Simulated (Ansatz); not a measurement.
# MgHF (built on the sites of a database entry of BaHI): following an unstable mode

Aim: this structure of MgHF (built on the sites of a database entry of BaHI) is to be tested for unstable modes, and one is followed downhill.

Calculated with Ansatz 0.2.0; DFT PBEsol, scalar-relativistic, plane waves, PAW.

Report form: the programs' logs are mostly left out.

The structure was built from a prototype and need not be the compound's stable phase.

## (1) Set-up

Symmetry: P4/nmm, No. 129, tetragonal system. Conventional cell: a = 3.247 Å, b = 3.247 Å, c = 5.038 Å, α = 90.00°, β = 90.00°, γ = 90.00°. Mg has 5 F at 1.98 to 2.43 Å and 4 H at 1.98 Å nearest. Nearest to H lie 4 Mg at 1.98 Å. F has 5 Mg at 1.98 to 2.43 Å nearest. Farther neighbours and most contacts between anions are not listed.

As a file:

```cif
data_structure
_symmetry_space_group_name_H-M 'P4/nmm:1'
_symmetry_Int_Tables_number 129
_cell_length_a 3.2471
_cell_length_b 3.2471
_cell_length_c 5.0382
_cell_angle_alpha 90.000
_cell_angle_beta 90.000
_cell_angle_gamma 90.000
_cell_volume 53.12
loop_
_atom_site_label
_atom_site_type_symbol
_atom_site_symmetry_multiplicity
_atom_site_Wyckoff_symbol
_atom_site_fract_x
_atom_site_fract_y
_atom_site_fract_z
_atom_site_occupancy
Mg1 Mg 2 c 0.00000 0.50000 0.22433 1
H1 H 2 a 0.00000 0.00000 0.00000 1
F1 F 2 c 0.00000 0.50000 0.61689 1
```

## (2) Phonons on a q mesh

The cell comes from relaxations at this level that are not shown. Stability and thermal properties need the whole zone. Linear response on a 4×4×2 q mesh gives force constants as far as a supercell of that size would, and the tensors from the zone-centre run are typed in so that the long-range dipole term is interpolated apart.

The input, input.yaml:

```yaml
crystal:
  lattice:
    - [3.2471482844, 0.0, 0.0]
    - [0.0, 3.2471482844, 0.0]
    - [0.0, 0.0, 5.0382183931]
  atoms:
    - { symbol: Mg, position: [0.0, 0.5, 0.2243332709] }
    - { symbol: Mg, position: [0.5, 0.0, 0.7756667291] }
    - { symbol: H, position: [0.0, 0.0, 0.0] }
    - { symbol: H, position: [0.5, 0.5, 0.0] }
    - { symbol: F, position: [0.0, 0.5, 0.6168861077] }
    - { symbol: F, position: [0.5, 0.0, 0.3831138923] }
kpoints:
  mp_grid: { grid: [8, 8, 6] }
hamiltonian:
  xc: pbesol
scf:
  occupations: { method: fixed }
output:
  eigenvalues: true
phonons:
  method: dfpt
  qmesh: [4, 4, 2]
  temperatures: { t_max: 1000, t_step: 50 }
  qpath:
    path:
      - [[0.0, 0.0, 0.0], [0.0, 0.5, 0.0], [0.5, 0.5, 0.0], [0.0, 0.0, 0.0], [0.0, 0.0, 0.5], [0.0, 0.5, 0.5], [0.5, 0.5, 0.5], [0.0, 0.0, 0.5]]
      - [[0.0, 0.5, 0.0], [0.0, 0.5, 0.5]]
      - [[0.5, 0.5, 0.0], [0.5, 0.5, 0.5]]
    npoints: 10
  non_analytic_term:
    high_frequency_dielectric_tensor: [[3.2524, 0.0, 0.0], [0.0, 3.2524, 0.0], [0.0, 0.0, 2.8698]]
    born_effective_charges:
      - { species: Mg, tensor: [[2.0826, 0.0, 0.0], [0.0, 2.0826, 0.0], [0.0, 0.0, 2.0599]] }
      - { species: Mg, tensor: [[2.0826, 0.0, 0.0], [0.0, 2.0826, 0.0], [0.0, 0.0, 2.0599]] }
      - { species: H, tensor: [[-0.8863, 0.0, 0.0], [0.0, -0.8863, 0.0], [0.0, 0.0, -0.6063]] }
      - { species: H, tensor: [[-0.8863, 0.0, 0.0], [0.0, -0.8863, 0.0], [0.0, 0.0, -0.6063]] }
      - { species: F, tensor: [[-1.1963, 0.0, 0.0], [0.0, -1.1963, 0.0], [0.0, 0.0, -1.4535]] }
      - { species: F, tensor: [[-1.1963, 0.0, 0.0], [0.0, -1.1963, 0.0], [0.0, 0.0, -1.4535]] }
    source: "zone-centre run at this cell"
```

Started as:

```bash
> ansatz run input.yaml --threads 8 --pin off --max-ram 14336MiB --backend cpu --events-out ev --progress --plain --runs-dir out
```

The job ended after 59 s (8 threads of AMD EPYC 9R45, shared host; peak memory 1.1 GiB).

Numbers from this step:

| Quantity | Value |
| --- | --- |
| gap on the k-mesh | 1.013 eV |
| volume per atom | 8.854 Å³ |
| sum-rule residual before enforcement | 2.14e-4 eV/Å² |
| lowest frequency on the path | -220.8 cm⁻¹ |
| point group | 4/mmm |
| highest frequency on the path or at a solved wavevector | 1415 cm⁻¹ |
| highest optical mode at the zone centre (no LO-TO term) | 1348 cm⁻¹ |
| lowest optical zone-centre mode | -136.2 cm⁻¹ |
| lowest mode on the q mesh (acoustic modes at Γ apart) | -220.8 cm⁻¹ |

Frequencies (cm⁻¹) solved at each irreducible wavevector; negative means imaginary. Frequencies by wavevector, by row:

```tsv
q in reciprocal lattice units	star	mode 1	mode 2	mode 3	mode 4	mode 16	mode 17	mode 18
0 0 0	1	-136.2	-136.2	0	0	1225	1348	1348
0 0 -0.5	1	-132.3	-132.3	-78.6	-78.6	1326	1348	1348
0 0.25 0	4	-67.2	36.8	80.8	81.1	1199	1312	1324
0 0.25 -0.5	4	-115.9	-61.4	17.2	139.2	1246	1312	1323
0 -0.5 0	2	82.7	82.7	95.5	95.5	1201	1264	1264
0 -0.5 -0.5	2	-55.1	-55.1	88.7	88.7	1201	1257	1257
0.25 0.25 0	4	-189.3	84.6	129.2	134.8	1167	1310	1382
0.25 0.25 -0.5	4	-147.4	76.9	98	99.6	1197	1291	1381
0.25 -0.5 0	4	-144.8	-144.8	163.8	163.8	1098	1375	1375
0.25 -0.5 -0.5	4	-127.5	-127.5	130.4	130.4	1104	1371	1371
-0.5 -0.5 0	1	-220.8	-220.8	211.9	211.9	1096	1415	1415
-0.5 -0.5 -0.5	1	-157.5	-157.5	124.8	124.8	1096	1412	1412
```

Interpolated from a 4×4×2 q mesh, with the LO-TO term (at Γ the limit along the path; where Γ stands inside the path, tables give the limit on arrival). The phonon branches at the labelled points (cm⁻¹):

```tsv
point	branch 1	branch 2	branch 3	branch 4	branch 15	branch 16	branch 17	branch 18
Γ	-136	0	0	0	1166	1225	1348	1348
halfway	-67	37	81	81	1192	1199	1312	1324
X	83	83	96	96	1201	1201	1264	1264
halfway	-145	-145	164	164	1098	1098	1375	1375
M	-221	-221	212	212	1096	1096	1415	1415
halfway	-189	85	129	135	1166	1167	1310	1382
Γ	-136	0	0	0	1166	1225	1348	1348
halfway	-134	-134	-61	-61	913	1325	1348	1348
Z	-132	-132	-79	-79	913	1326	1348	1348
halfway	-116	-61	17	139	1133	1246	1312	1323
R	-55	-55	89	89	1201	1201	1257	1257
halfway	-128	-128	130	130	1104	1104	1371	1371
A	-158	-158	125	125	1096	1096	1412	1412
halfway	-147	77	98	100	1167	1197	1291	1381
Z	-132	-132	-79	-79	913	1326	1348	1348
jump to X	83	83	96	96	1201	1201	1264	1264
halfway	44	44	86	86	1201	1201	1261	1261
R	-55	-55	89	89	1201	1201	1257	1257
jump to M	-221	-221	212	212	1096	1096	1415	1415
halfway	-196	-196	168	168	1096	1096	1413	1413
A	-158	-158	125	125	1096	1096	1412	1412
```

Symmetry leaves 12 wavevectors to solve. The lowest mode among them, the acoustic zeros apart, lies at q = (-0.5, -0.5, 0) and is imaginary, 220.8i cm⁻¹, so the energy falls along it.

## (3) The mode frozen in, largest atomic shift 0 Å

The mode followed lies at q = (-0.5, -0.5, -0.5) with frequency 157.5i cm⁻¹ and is 2-fold degenerate, one of the unstable modes though not the softest. At small amplitude the distorted cell has space group no. 72 by a symmetry search on the positions. The undistorted cell that holds it gives the zero of energy on the same k mesh.

System of this step: MgHF (built on the sites of a database entry of BaHI). It takes space group P4/nmm (No. 129, tetragonal). The conventional cell has a = 3.247 Å, b = 3.247 Å, c = 5.038 Å, α = 90.00°, β = 90.00°, γ = 90.00°. Nearest to Mg lie 5 F at 1.98 to 2.43 Å and 4 H at 1.98 Å. Nearest to H lie 4 Mg at 1.98 Å. Nearest to F lie 5 Mg at 1.98 to 2.43 Å. Farther neighbours and most contacts between anions are not listed.

The input, input.yaml:

```yaml
crystal:
  lattice:
    - [-3.2471482844, -3.2471482844, 0.0]
    - [-3.2471482844, 3.2471482844, 0.0]
    - [-3.2471482844, 0.0, -5.0382183931]
  atoms:
    - { symbol: Mg, position: [0.3621666355, 0.8621666355, 0.7756667291] }
    - { symbol: Mg, position: [0.8621666355, 0.3621666355, 0.7756667291] }
    - { symbol: Mg, position: [0.6378333645, 0.6378333645, 0.2243332709] }
    - { symbol: Mg, position: [0.1378333645, 0.1378333645, 0.2243332709] }
    - { symbol: H, position: [0.0, 0.0, 1.0] }
    - { symbol: H, position: [0.5, 0.5, 1.0] }
    - { symbol: H, position: [0.0, 0.5, 1.0] }
    - { symbol: H, position: [0.5, 0.0, 1.0] }
    - { symbol: F, position: [0.0584430539, 0.5584430539, 0.3831138923] }
    - { symbol: F, position: [0.5584430539, 0.0584430539, 0.3831138923] }
    - { symbol: F, position: [0.4415569461, 0.4415569461, 0.6168861077] }
    - { symbol: F, position: [0.9415569461, 0.9415569461, 0.6168861077] }
kpoints:
  mp_grid: { grid: [6, 6, 6] }
hamiltonian:
  xc: pbesol
scf:
  occupations: { method: gaussian, width: 0.02 }
output:
  forces: true
  stress: true
  eigenvalues: true
```

It took 0.44 s on 8 threads; peak memory 0.61 GiB.

Numbers from this step:

```
pressure                         : 0.001052 GPa
gap on the k-mesh                : 1.012 eV
energy from the undistorted cell : 0 meV/atom
```

At this level the gap is 1.01 eV on the k-mesh of the self-consistent run, which can miss the band edges.

## (4) The mode frozen in, largest atomic shift 0.32 Å

The atoms are moved along the unstable eigenvector, the largest shift by 0.32 Å, with the cell fixed.

The input, input.yaml:

```yaml
crystal:
  lattice:
    - [-3.2471482844, -3.2471482844, 0.0]
    - [-3.2471482844, 3.2471482844, 0.0]
    - [-3.2471482844, 0.0, -5.0382183931]
  atoms:
    - { symbol: Mg, position: [0.3621666355, 0.8882812546, 0.7756667291] }
    - { symbol: Mg, position: [0.8621666355, 0.3360520164, 0.7756667291] }
    - { symbol: Mg, position: [0.6378333645, 0.6639479836, 0.2243332709] }
    - { symbol: Mg, position: [0.1378333645, 0.1117187454, 0.2243332709] }
    - { symbol: H, position: [0.0, 0.0, 1.0] }
    - { symbol: H, position: [0.5, 0.5, 1.0] }
    - { symbol: H, position: [0.0, 0.5, 1.0] }
    - { symbol: H, position: [0.5, 0.0, 1.0] }
    - { symbol: F, position: [0.0584430539, 0.6281270197, 0.3831138923] }
    - { symbol: F, position: [0.5584430539, -0.0112409119, 0.3831138923] }
    - { symbol: F, position: [0.4415569461, 0.3718729803, 0.6168861077] }
    - { symbol: F, position: [0.9415569461, 1.0112409119, 0.6168861077] }
kpoints:
  mp_grid: { grid: [6, 6, 6] }
hamiltonian:
  xc: pbesol
scf:
  occupations: { method: gaussian, width: 0.02 }
output:
  forces: true
  stress: true
  eigenvalues: true
```

Elapsed: 0.62 s, on 8 threads; peak memory 0.66 GiB.

Numbers from this step:

* pressure: 2.414 GPa
* gap on the k-mesh: 0.9783 eV
* energy from the undistorted cell: -13.48 meV/atom

The energy, extrapolated to zero smearing, is -13.48 meV/atom against the undistorted cell.

The run ends at a pressure of 2.41 GPa, with forces up to 0.52 eV/Å.

## (5) Energy along the mode, all amplitudes (two of the runs are shown above)

An imaginary frequency means negative curvature, so the energy should fall and then rise again as anharmonic terms take over.

Numbers from this step:

```
depth at the lowest point sampled  : 13.48 meV/atom
largest atomic shift at that point : 0.32 Å
```

The energy from the parent by largest atomic shift:

```tsv
largest atomic shift (Å)	energy from the parent (meV/atom)
0.000	0
0.040	-0.541
0.080	-2.10
0.140	-5.94
0.220	-11.9
0.320	-13.5
0.450	20.0
```

Displacement at unit largest shift by atom:

```tsv
atom	x (Å)	y (Å)	z (Å)	size
Mg1	-0.265	0.265	0.000	0.375
Mg2	0.265	-0.265	0.000	0.375
Mg3	-0.265	0.265	0.000	0.375
Mg4	0.265	-0.265	0.000	0.375
H5	0.000	0.000	0.000	0.000
H6	0.000	0.000	0.000	0.000
H7	0.000	0.000	0.000	0.000
H8	0.000	0.000	0.000	0.000
F9	-0.707	0.707	0.000	1.000
F10	0.707	-0.707	0.000	1.000
F11	0.707	-0.707	0.000	1.000
F12	-0.707	0.707	0.000	1.000
```

The lowest of the steps tried is at 0.32 Å, 13.5 meV/atom below the parent; the bottom of the well need not coincide with a step.

## (6) Relaxation from the frozen mode

Starting from the lowest point found, all atoms and the cell are let go, so that strain and other modes of the same symmetry can join in.

Changes to input.yaml since step 4:

```diff
@@ -23,3 +23,3 @@
 scf:
-  occupations: { method: gaussian, width: 0.02 }
+  occupations: { method: fixed }
 output:
@@ -28 +28,6 @@
   eigenvalues: true
+relax:
+  adjacent_minimum: "off"
+  f_tol: 0.002
+  max_steps: 120
+  cell: { stress_tol: 0.03 }
```

Elapsed: 10 s, on 8 threads; peak memory 0.72 GiB; 73 s of CPU time.

The steps of the relaxation:

```tsv
step	energy less that of the first step (eV)	largest force component (eV/Å)	pressure (GPa)	volume (Å³)
1	0.0000	0.5125	2.41	106.25
2	-0.1346	0.3712	0.00	109.74
3	-0.2122	0.3085	-1.89	113.83
4	-0.2658	0.1072	-0.66	113.55
5	-0.2788	0.0510	0.06	113.91
6	-0.2788	0.0350	-0.02	114.33
7	-0.2797	0.0022	0.00	114.22
8	-0.2798	0.0029	0.00	114.21
9	-0.2798	0.0008	0.00	114.21
10*	-0.3474	0.0028	0.91	114.21
11	-0.3531	0.0200	0.53	115.40
12	-0.3515	0.0133	0.06	116.40
13	-0.3510	0.0196	0.03	116.57
14	-0.3508	0.0022	-0.02	116.65
15	-0.3509	0.0002	0.00	116.63
16*	-0.3602	0.0004	0.04	116.63
17	-0.3597	0.0009	0.00	116.79
18*	-0.3603	0.0010	0.01	116.79
```

Relaxation steps marked * repeat the geometry before them on a plane-wave basis chosen anew for their cell, so energy and pressure can jump there.

The run keeps the 8 symmetry operations that it works with, so distortions that break them were not tested.

```tsv
conventional cell, symmetrised	before	after	change
a (Å)	4.592	5.016	+9.2 %
b (Å)	10.076	9.765	-3.1 %
c (Å)	4.592	4.769	+3.9 %
volume (Å³/atom)	8.85	9.73	+9.9 %
```

The atoms that moved most (Å, as changes of fractional coordinates times the final cell):

```tsv
atom	dx	dy	dz	length
F11	0.175	-0.175	0.159	0.294
F9	-0.175	0.175	-0.159	0.294
F10	0.175	-0.175	-0.159	0.294
F12	-0.175	0.175	0.159	0.294
Mg4	0.010	-0.010	0.004	0.015
Mg2	0.010	-0.010	-0.004	0.015
Mg1	-0.010	0.010	-0.004	0.015
Mg3	-0.010	0.010	0.004	0.015
```

Final coordinates:

```xyz
12
Lattice="-3.3722 -3.3722 0.0000 -3.5466 3.5466 0.0000 -3.4594 0.0872 -4.8824" Properties=species:S:1:pos:R:3 pbc="T T T"
Mg   -7.0650    2.0066   -3.7913
Mg   -6.7726   -1.6580   -3.7913
Mg   -5.2917    0.2333   -1.0911
Mg   -1.6271   -0.0590   -1.0911
H    -3.4594    0.0872   -4.8824
H    -6.9188    0.1743   -4.8824
H    -5.2327    1.8605   -4.8824
H    -5.1455   -1.5989   -4.8824
F    -3.9247    2.2386   -2.0298
F    -2.9941   -2.0642   -2.0298
F    -4.7674   -0.2909   -2.8526
F    -9.0702    0.6396   -2.8526
```

Numbers from this step:

* pressure: 0.005104 GPa
* gap on the k-mesh: 1.794 eV
* volume per atom: 9.732 Å³

The distorted start has space group Ibam; the relaxation ends in Ibam.

## (7) Summary of results

- unstable mode of the parent: q = (-0.5, -0.5, -0.5), 158i cm⁻¹
- depth at the lowest point sampled: 13.5 meV/atom
- largest atomic shift at that point: 0.32 Å
- space group reached (within 0.01 Å): Ibam
- energy gained over the parent (first relaxation, on the mesh of the frozen mode): 43.5 meV/atom
- volume per atom, phase reached: 9.73 Å³
- gap on the k-mesh, phase reached: 1.79 eV

**Reading.** Along this mode the structure falls into Ibam, 43.5 meV/atom below the parent. At the parent's cell the well is 13.48 meV/atom deep on the steps tried, with its lowest point at a shift of 0.32 Å. Relaxing atoms and cell changes the gain by +30.02 meV/atom against the lowest step (energies at zero smearing). Most of the total comes from this relaxation. The modes of the phase reached were not computed on this path. Of the 6 patterns followed to their end from this parent, this one ends 39.3 meV/atom above the lowest, Pbcm. Each path keeps the symmetry of its pattern, so a lower phase may lie along a pattern not tried. The program warns that the interpolation holds no quadrupole term, so branches close to Γ can be off in this crystal. The starting cell was built on a prototype and not taken from a measurement, so the phase need not exist.

[Logs are printed without paths, hosts, clocks, repeated set-up lines and the standing remarks that a program may print on its own settings, such as how far it seeks lower states.]

[Hosts, paths, dates, database ids (printed as entryN), source tags and the programs' standing remarks are cut or masked in the printed files.]
